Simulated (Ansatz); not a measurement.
# W2N monolayer: modes against biaxial strain in the plane of the sheet, part 2 of 2

Wanted: the shifts of the zone-centre modes of W2N monolayer with strain.

Ansatz 0.2.0; DFT PBE, scalar-relativistic, plane waves, PAW; PAW set soft_1.

So far, highest optical mode at the zone centre (no LO-TO term) (cm⁻¹): step 5 (zone-centre response at rest) 574.

## 6. A member of the series: biaxial strain of +5 % in the plane of the sheet

The cell takes a biaxial strain of +5 % in the plane of the sheet. The cell is held, and the atoms relax in it.

Input file input.yaml:

```yaml
crystal:
  lattice:
    - [2.9186573055, 0.0, 0.0]
    - [-1.4593286527, 2.5276313715, 0.0]
    - [0.0, 0.0, 29.6237063742]
  atoms:
    - { symbol: "N", position: [0.0, 0.0, 0.3375674831] }
    - { symbol: W, position: [0.3333333333, 0.6666666667, 0.3833650572] }
    - { symbol: W, position: [0.6666666667, 0.3333333333, 0.291769909] }
  periodic: [true, true, false]
kpoints:
  mp_grid: { grid: [18, 18, 1] }
hamiltonian:
  xc: pbe
  pseudopotentials: { kind: paw, azcp: { folder: soft_1 } }
scf:
  occupations: { method: methfessel_paxton, width: 0.2 }
output:
  forces: true
  stress: true
  eigenvalues: true
relax:
  adjacent_minimum: "off"
  f_tol: 0.001
  max_steps: 60
```

Launch:

```console
$ ansatz run input.yaml --threads 4 --pin off --max-ram 16384MiB --backend cpu --events-out ev --progress --plain --runs-dir out
```

Numbers of over 12 decimals in the logs are rounded to 6 here.

The program printed:

```text
[...]
--- Relaxed structure (5 steps of the walk, 5 accepted, 0 SCFs on fresh bases) ---
  F+E_penalty+E_count = -21152.69465939 eV   max|allowed force component| = 4.348e-5 eV/Å
  cell:  # Å, volume = 218.5427 Å³
    - [2.918657, -2.8867373006609285e-11, 0.0]
    - [-1.459329, 2.527631, 0.0]
    - [0.0, 0.0, 29.6237063742]
  atoms:
    - { symbol: N, position: [0, 0, 0.3375674831] }
    - { symbol: W, position: [0.333333, 0.666667, 0.382552] }
    - { symbol: W, position: [0.666667, 0.333333, 0.292583] }
[key lines of the parts left out:]
SCF converged after 3 iterations
Free energy (F): -21152.694659 eV
Fermi energy:    -5.077999 eV
P = ½ c Tr σ = -11.0769 N/m
```

Wall time 14 s (4 threads of Arm Neoverse V1, shared host); peak memory 0.5 GiB; 54 s of CPU time.

Step by step:

| step | energy less that of the first step (eV) | largest force component (eV/Å) |
| --- | --- | --- |
| 1 | 0.0000 | 0.3158 |
| 2 | -0.0077 | 0.0366 |
| 3 | -0.0078 | 0.0015 |
| 4 | -0.0078 | 0.0014 |
| 5 | -0.0078 | 0.0000 |

Forces are held to the 12 operations that the run works with; a distortion that breaks them can't arise in this run.

The atoms that moved most (Å):

| atom | dx | dy | dz | length |
| --- | --- | --- | --- | --- |
| W2 | 0.000 | 0.000 | -0.024 | 0.024 |
| W3 | 0.000 | 0.000 | 0.024 | 0.024 |

The relaxed structure:

```xyz
3
Lattice="2.9187 0.0000 0.0000 -1.4593 2.5276 0.0000 0.0000 0.0000 29.6237" Properties=species:S:1:pos:R:3
N     0.0000    0.0000   10.0000
W     0.0000    1.6851   11.3326
W     1.4593    0.8425    8.6674
```

Numbers from this step:

| Quantity | Value |
| --- | --- |
| area per atom | 2.459 Å² |

The largest force component left is 0.043 meV/Å.

## 7. Modes of this member: biaxial strain of +5 % in the plane of the sheet

The zone-centre modes follow for biaxial strain of +5 % in the plane of the sheet.

input.yaml, the sections that differ from step 6:

```yaml
crystal:
  lattice:
    - [2.9186573055, 0.0, 0.0]
    - [-1.4593286527, 2.5276313715, 0.0]
    - [0.0, 0.0, 29.6237063742]
  atoms:
    - { symbol: "N", position: [0.0, 0.0, 0.3375674831] }
    - { symbol: W, position: [0.3333333333, 0.6666666667, 0.3825521763] }
    - { symbol: W, position: [0.6666666667, 0.3333333333, 0.2925827899] }
  periodic: [true, true, false]
output:
  eigenvalues: true
phonons:
  method: dfpt
# kpoints, hamiltonian, scf: as in step 6
# relax: removed
```

The program printed:

```text
[...]
Crystal: 3 atoms, lattice volume = 218.543 Å³
Basis set: ecut = 420 eV, 4227 PW (Γ), exchange–correlation on 40×40×400 points (8 copies of the dense FFT grid, shifted against one another)
Bands: 21, of which v1, the nominal top of the filled ones, is band 17 counted from 1 (16 counted from 0)
Symmetry: 12 space group operations
k-points: 91 of 324 (irreducible under 2 space group operations, time reversal used)
[...]
SCF iter   1: F=—  HF=-21154.570060 eV  |F-HF|=—  |Δ(HF+E_count)|=         —  Δρ=5.15e-2  dr2=8.29e0  ethr=3.10e-3  ⟨swp⟩=11.6  Hψ=33265  notcnv=0
automatic band count: the SCF goes on with 25 bands, as 21 were too few: they end inside the smearing window of the response
[...]
SCF iter   2: F=—  HF=-21153.915082 eV  |F-HF|=—  |Δ(HF+E_count)|=   6.55e-1  S|Δr|=    0.00e0  Δρ=4.86e-2  dr2=6.27e0  ethr=3.10e-3  ⟨swp⟩=5.2  Hψ=7753  notcnv=0  defer=188
[...]
SCF iter  12: F=-21152.694659 eV  HF=-21152.694659 eV  |F-HF|=3.64e-11  |Δ(HF+E_count)|=  6.04e-10  S|Δr|=    0.00e0  Δρ=2.27e-8  dr2=7.89e-13  ethr=1.00e-12  ⟨swp⟩=25.0  Hψ=20169  notcnv=0
SCF 1 converged in 12 iterations: F = -21152.694659 eV  dr2 = 7.89e-13
[...]
SCF converged after 12 iterations
[...]
Free energy (F): -21152.694659 eV
[...]
Internal energy: -21152.696377 eV  (E = F + TS)
E sigma→0 (E₀):  -21152.695089 eV
Entropy (-TS):   0.001718 eV (0.573 meV/atom)
Fermi energy:    -5.078006 eV
[...]
--- Band table (eV; the first three rows and the last of 91) ---
  k-point 0: bands = [... 13 lower, -6.8015, -6.4619, -6.3975, -6.3975, -5.3259, -4.4950, -4.4950, -4.4752, ... 4 higher]
  k-point 1: bands = [... 13 lower, -6.6973, -6.6932, -6.5683, -6.3003, -5.2909, -4.7424, -4.6862, -4.1731, ... 4 higher]
  k-point 2: bands = [... 13 lower, -7.2404, -6.8607, -6.4123, -6.0144, -5.2177, -4.8759, -4.8382, -3.8786, ... 4 higher]
  k-point 90: bands = [... 13 lower, -7.2406, -6.9527, -6.2918, -4.7351, -4.1198, -3.3809, -2.7056, -1.9659, ... 4 higher]
  ° read free of the cell's end (the report's vacuum.weakly_bound_levels)
[...]
ASR residual: 9.471e-5 → 0.000e0 eV/Å²; symmetrization residual: 7.525e-6 eV/Å²
[...]
ASR residual per site (eV/Å²): 1.08e-5 9.47e-5 9.42e-5
  Γ frequencies (cm⁻¹): 0.00 0.00 0.00 74.72 74.72 144.15 177.26 177.26 617.81
[...]
```

Elapsed: 1.8 min, on 4 threads; peak memory 1.5 GiB.

Numbers from this step:

```
sum-rule residual before enforcement                    : 9.47e-5 eV/Å²
highest optical mode at the zone centre (no LO-TO term) : 617.8 cm⁻¹
lowest optical zone-centre mode                         : 74.72 cm⁻¹
```

Patterns of degenerate modes are one choice out of their space. The modes at Γ (shares of kinetic energy by element, %):

| mode | frequency (cm⁻¹) | symmetry | N % | W % |
| --- | --- | --- | --- | --- |
| 1 | 0.0 | acoustic | 4 | 96 |
| 2 | 0.0 | acoustic | 4 | 96 |
| 3 | 0.0 | acoustic | 4 | 96 |
| 4 | 74.7 | Eg | 0 | 100 |
| 5 | 74.7 | Eg | 0 | 100 |
| 6 | 144.2 | A1g | 0 | 100 |
| 7 | 177.3 | Eu | 96 | 4 |
| 8 | 177.3 | Eu | 96 | 4 |
| 9 | 617.8 | A2u | 96 | 4 |

Displacements in mode 5 (74.7 cm⁻¹), the largest set to 1:
```
N1   0.00  0.00  0.00
W2  -0.63 -1.00  0.00
W3   0.63  1.00  0.00
```

Displacements in mode 8 (177.3 cm⁻¹), the largest set to 1:
```
N1   0.00  1.00  0.00
W2   0.00 -0.04  0.00
W3   0.00 -0.04  0.00
```

The lowest optical mode is real, 74.7 cm⁻¹, and the highest lies at 617.8 cm⁻¹.

For the highest optical mode at the zone centre (no LO-TO term), step 5 gave 574 cm⁻¹; this run, with strain 5 %, gives 618 cm⁻¹ (+8 %).

## 8. Relaxation of a member: biaxial strain of -3 % in the plane of the sheet

The cell takes a biaxial strain of -3 % in the plane of the sheet. The cell is held, and the atoms relax in it.

input.yaml, the sections that differ from step 7:

```yaml
crystal:
  lattice:
    - [2.6962834156, 0.0, 0.0]
    - [-1.3481417078, 2.3350499337, 0.0]
    - [0.0, 0.0, 29.6237063742]
  atoms:
    - { symbol: "N", position: [0.0, 0.0, 0.3375674831] }
    - { symbol: W, position: [0.3333333333, 0.6666666667, 0.3878861411] }
    - { symbol: W, position: [0.6666666667, 0.3333333333, 0.2872488251] }
  periodic: [true, true, false]
output:
  forces: true
  stress: true
  eigenvalues: true
relax:
  adjacent_minimum: "off"
  f_tol: 0.001
  max_steps: 60
# kpoints, hamiltonian, scf: as in step 7
# phonons: removed
```

The program printed:

```text
[...]
Crystal: 3 atoms, lattice volume = 186.510 Å³
Basis set: ecut = 420 eV, 3681 PW (Γ), exchange–correlation on 40×40×400 points (8 copies of the dense FFT grid, shifted against one another)
Bands: 21, of which v1, the nominal top of the filled ones, is band 17 counted from 1 (16 counted from 0)
Symmetry: 12 space group operations
[...]
--- Relaxed structure (4 steps of the walk, 4 accepted, 0 SCFs on fresh bases) ---
  F+E_penalty+E_count = -21152.81417812 eV   max|allowed force component| = 3.974e-4 eV/Å
  cell:  # Å, volume = 186.5096 Å³
    - [2.696283, 0.0, 0.0]
    - [-1.348142, 2.335050, 0.0]
    - [0.0, 0.0, 29.6237063742]
  atoms:
    - { symbol: N, position: [0, 0, 0.3375674831] }
    - { symbol: W, position: [0.333333, 0.666667, 0.388381] }
    - { symbol: W, position: [0.666667, 0.333333, 0.286754] }
[key lines of the parts left out:]
SCF converged after 3 iterations
Free energy (F): -21152.814178 eV
Fermi energy:    -5.375439 eV
P = ½ c Tr σ = 13.2658 N/m
```

Wall time 11 s (4 threads); peak memory 0.46 GiB; 41 s of CPU time.

Relaxation path:

| step | energy less that of the first step (eV) | largest force component (eV/Å) |
| --- | --- | --- |
| 1 | 0.0000 | 0.2774 |
| 2 | -0.0040 | 0.0245 |
| 3 | -0.0041 | 0.0004 |
| 4 | -0.0041 | 0.0004 |

The run keeps the 12 symmetry operations that it works with, so distortions that break them were not tested.

The atoms that moved most (Å):

| atom | dx | dy | dz | length |
| --- | --- | --- | --- | --- |
| W3 | 0.000 | 0.000 | -0.015 | 0.015 |
| W2 | 0.000 | 0.000 | 0.015 | 0.015 |

Final coordinates:

```xyz
3
Lattice="2.6963 0.0000 0.0000 -1.3481 2.3350 0.0000 0.0000 0.0000 29.6237" Properties=species:S:1:pos:R:3
N     0.0000    0.0000   10.0000
W     0.0000    1.5567   11.5053
W     1.3481    0.7783    8.4947
```

This step gave:

```yaml
area_per_atom: 2.099 Å²
```

The largest force component left is 0.40 meV/Å.

## 9. Zone-centre modes of the member: biaxial strain of -3 % in the plane of the sheet

The zone-centre modes follow for biaxial strain of -3 % in the plane of the sheet.

input.yaml, the sections that differ from step 8:

```yaml
crystal:
  lattice:
    - [2.6962834156, 0.0, 0.0]
    - [-1.3481417078, 2.3350499337, 0.0]
    - [0.0, 0.0, 29.6237063742]
  atoms:
    - { symbol: "N", position: [0.0, 0.0, 0.3375674831] }
    - { symbol: W, position: [0.3333333333, 0.6666666667, 0.388380621] }
    - { symbol: W, position: [0.6666666667, 0.3333333333, 0.2867543452] }
  periodic: [true, true, false]
output:
  eigenvalues: true
phonons:
  method: dfpt
# kpoints, hamiltonian, scf: as in step 8
# relax: removed
```

The program printed:

```text
[...]
Crystal: 3 atoms, lattice volume = 186.510 Å³
Basis set: ecut = 420 eV, 3681 PW (Γ), exchange–correlation on 40×40×400 points (8 copies of the dense FFT grid, shifted against one another)
Bands: 21, of which v1, the nominal top of the filled ones, is band 17 counted from 1 (16 counted from 0)
Symmetry: 12 space group operations
[...]
k-point 2: bands = [... 13 lower, -7.8201, -6.7856, -6.5470, -6.2268, -5.8019, -5.0141, -4.5901, -2.9510]
  k-point 90: bands = [... 13 lower, -7.4926, -7.1386, -6.7432, -5.3256, -4.1586, -3.5678, -2.3416, -1.6448]
[...]
ASR residual: 4.174e-5 → 0.000e0 eV/Å²; symmetrization residual: 1.126e-5 eV/Å²
[...]
ASR residual per site (eV/Å²): 1.81e-5 4.17e-5 4.14e-5
  Γ frequencies (cm⁻¹): 0.00 0.00 0.00 89.22 89.22 166.50 351.71 351.71 541.52
[...]
[key lines of the parts left out:]
SCF converged after 11 iterations
Free energy (F): -21152.814178 eV
Fermi energy:    -5.375452 eV
```

The job ended after 81 s (4 threads; peak memory 1.3 GiB; 5.2 min of CPU time).

Numbers from this step:

```
sum-rule residual before enforcement                    : 4.17e-5 eV/Å²
highest optical mode at the zone centre (no LO-TO term) : 541.5 cm⁻¹
lowest optical zone-centre mode                         : 89.22 cm⁻¹
```

Patterns of degenerate modes are one choice out of their space. Modes at Γ, with each element's share of the kinetic energy:

| mode | frequency (cm⁻¹) | symmetry | N % | W % |
| --- | --- | --- | --- | --- |
| 1 | 0.0 | acoustic | 4 | 96 |
| 2 | 0.0 | acoustic | 4 | 96 |
| 3 | 0.0 | acoustic | 4 | 96 |
| 4 | 89.2 | Eg | 0 | 100 |
| 5 | 89.2 | Eg | 0 | 100 |
| 6 | 166.5 | A1g | 0 | 100 |
| 7 | 351.7 | Eu | 96 | 4 |
| 8 | 351.7 | Eu | 96 | 4 |
| 9 | 541.5 | A2u | 96 | 4 |

The lowest optical mode is real, 89.2 cm⁻¹, and the highest lies at 541.5 cm⁻¹.

Between step 5 and this run (strain -3 %) the value for the highest optical mode at the zone centre (no LO-TO term) moves from 574 cm⁻¹ to 542 cm⁻¹ (-6 %).

## 10. The series together

The members are set side by side, also those not shown above.

Energies are extrapolated to zero smearing, and E0 is that at rest; the cell is clamped and the atoms are relaxed; all runs use 18×18×1 k points and Methfessel-Paxton smearing of 0.2 eV. State of the crystal along the series:

| strain (%) | E - E0 (meV/atom) |
| --- | --- |
| -3 | 50.21 |
| -2 | 21.35 |
| -1 | 5.115 |
| 0 | 0 |
| 1 | 4.451 |
| 2 | 16.52 |
| 3 | 35.34 |
| 4 | 60.05 |
| 5 | 90.05 |

Optical modes are counted from below at rest and tracked from member to member by their patterns, and modes that stay within 0.3 cm⁻¹ of each other stand once; labels, where given, are those at rest; the cell is clamped and the atoms are relaxed; all runs use 18×18×1 k points and Methfessel-Paxton smearing of 0.2 eV. Optical modes along the series:

| strain (%) | optical mode 1 Eg (cm⁻¹) | optical mode 2 A1g (cm⁻¹) | optical mode 3 Eu (cm⁻¹) | optical mode 4 A2u (cm⁻¹) |
| --- | --- | --- | --- | --- |
| -3 | 89.22 | 166.5 | 351.7 | 541.5 |
| -2 | 88.8 | 161.2 | 337.4 | 552.1 |
| -1 | 88.53 | 155 | 322 | 562.9 |
| 0 | 88.1 | 147.1 | 305.6 | 573.9 |
| 1 | 86.94 | 138 | 289.1 | 586 |
| 2 | 84.9 | 135.7 | 273.1 | 598.6 |
| 3 | 81.55 | 135.9 | 245.8 | 607.3 |
| 4 | 78.1 | 137.4 | 209.2 | 614.2 |
| 5 | 74.72 | 144.2 | 177.3 | 617.8 |

Value and slope at zero strain of a cubic (a lower polynomial where under five rows exist) through the rows within 2 % of rest. Slopes at rest:

| mode | frequency (cm⁻¹) | shift per percent of strain (cm⁻¹) |
| --- | --- | --- |
| optical mode 1 Eg | 88.1 | -0.73 |
| optical mode 2 A1g | 146.4 | -9.21 |
| optical mode 3 Eu | 305.6 | -16.56 |
| optical mode 4 A2u | 574 | 11.57 |

## 11. What came out

```json
{
  "members": "9",
  "highest optical mode at the zone centre (no LO-TO term), at rest": "573.9 cm⁻¹",
  "optical mode 1 Eg, shift per percent": "-0.73 cm⁻¹",
  "optical mode 2 A1g, shift per percent": "-9.21 cm⁻¹",
  "optical mode 3 Eu, shift per percent": "-16.56 cm⁻¹",
  "optical mode 4 A2u, shift per percent": "11.57 cm⁻¹"
}
```

In words: Within 2 % of rest optical mode 1 Eg and optical mode 2 A1g bend away from a straight line, so a single slope holds only near rest. The fastest shift in the table of slopes is -16.6 cm⁻¹ for each percent (optical mode 3 Eu). These are harmonic frequencies at zero temperature: anharmonic shifts, linewidths and thermal expansion are left out. Spin-orbit coupling is left out, which can matter for the heavy elements here. With no gap, or one that is small against the smearing, the frequencies hang on the k mesh and the smearing, most of all near Kohn anomalies. The runs are without spin polarisation, although the cell has an odd electron count. The starting cell was built on a prototype and not taken from a measurement. Only the zone centre was solved, so an instability at another wavevector cannot show here.

[Logs are printed without paths, hosts, clocks, repeated set-up lines and the standing remarks that a program may print on its own settings, such as how far it seeks lower states.]

[Hosts, paths, dates, database ids (printed as entryN), source tags and the programs' standing remarks are cut or masked in the printed files.]
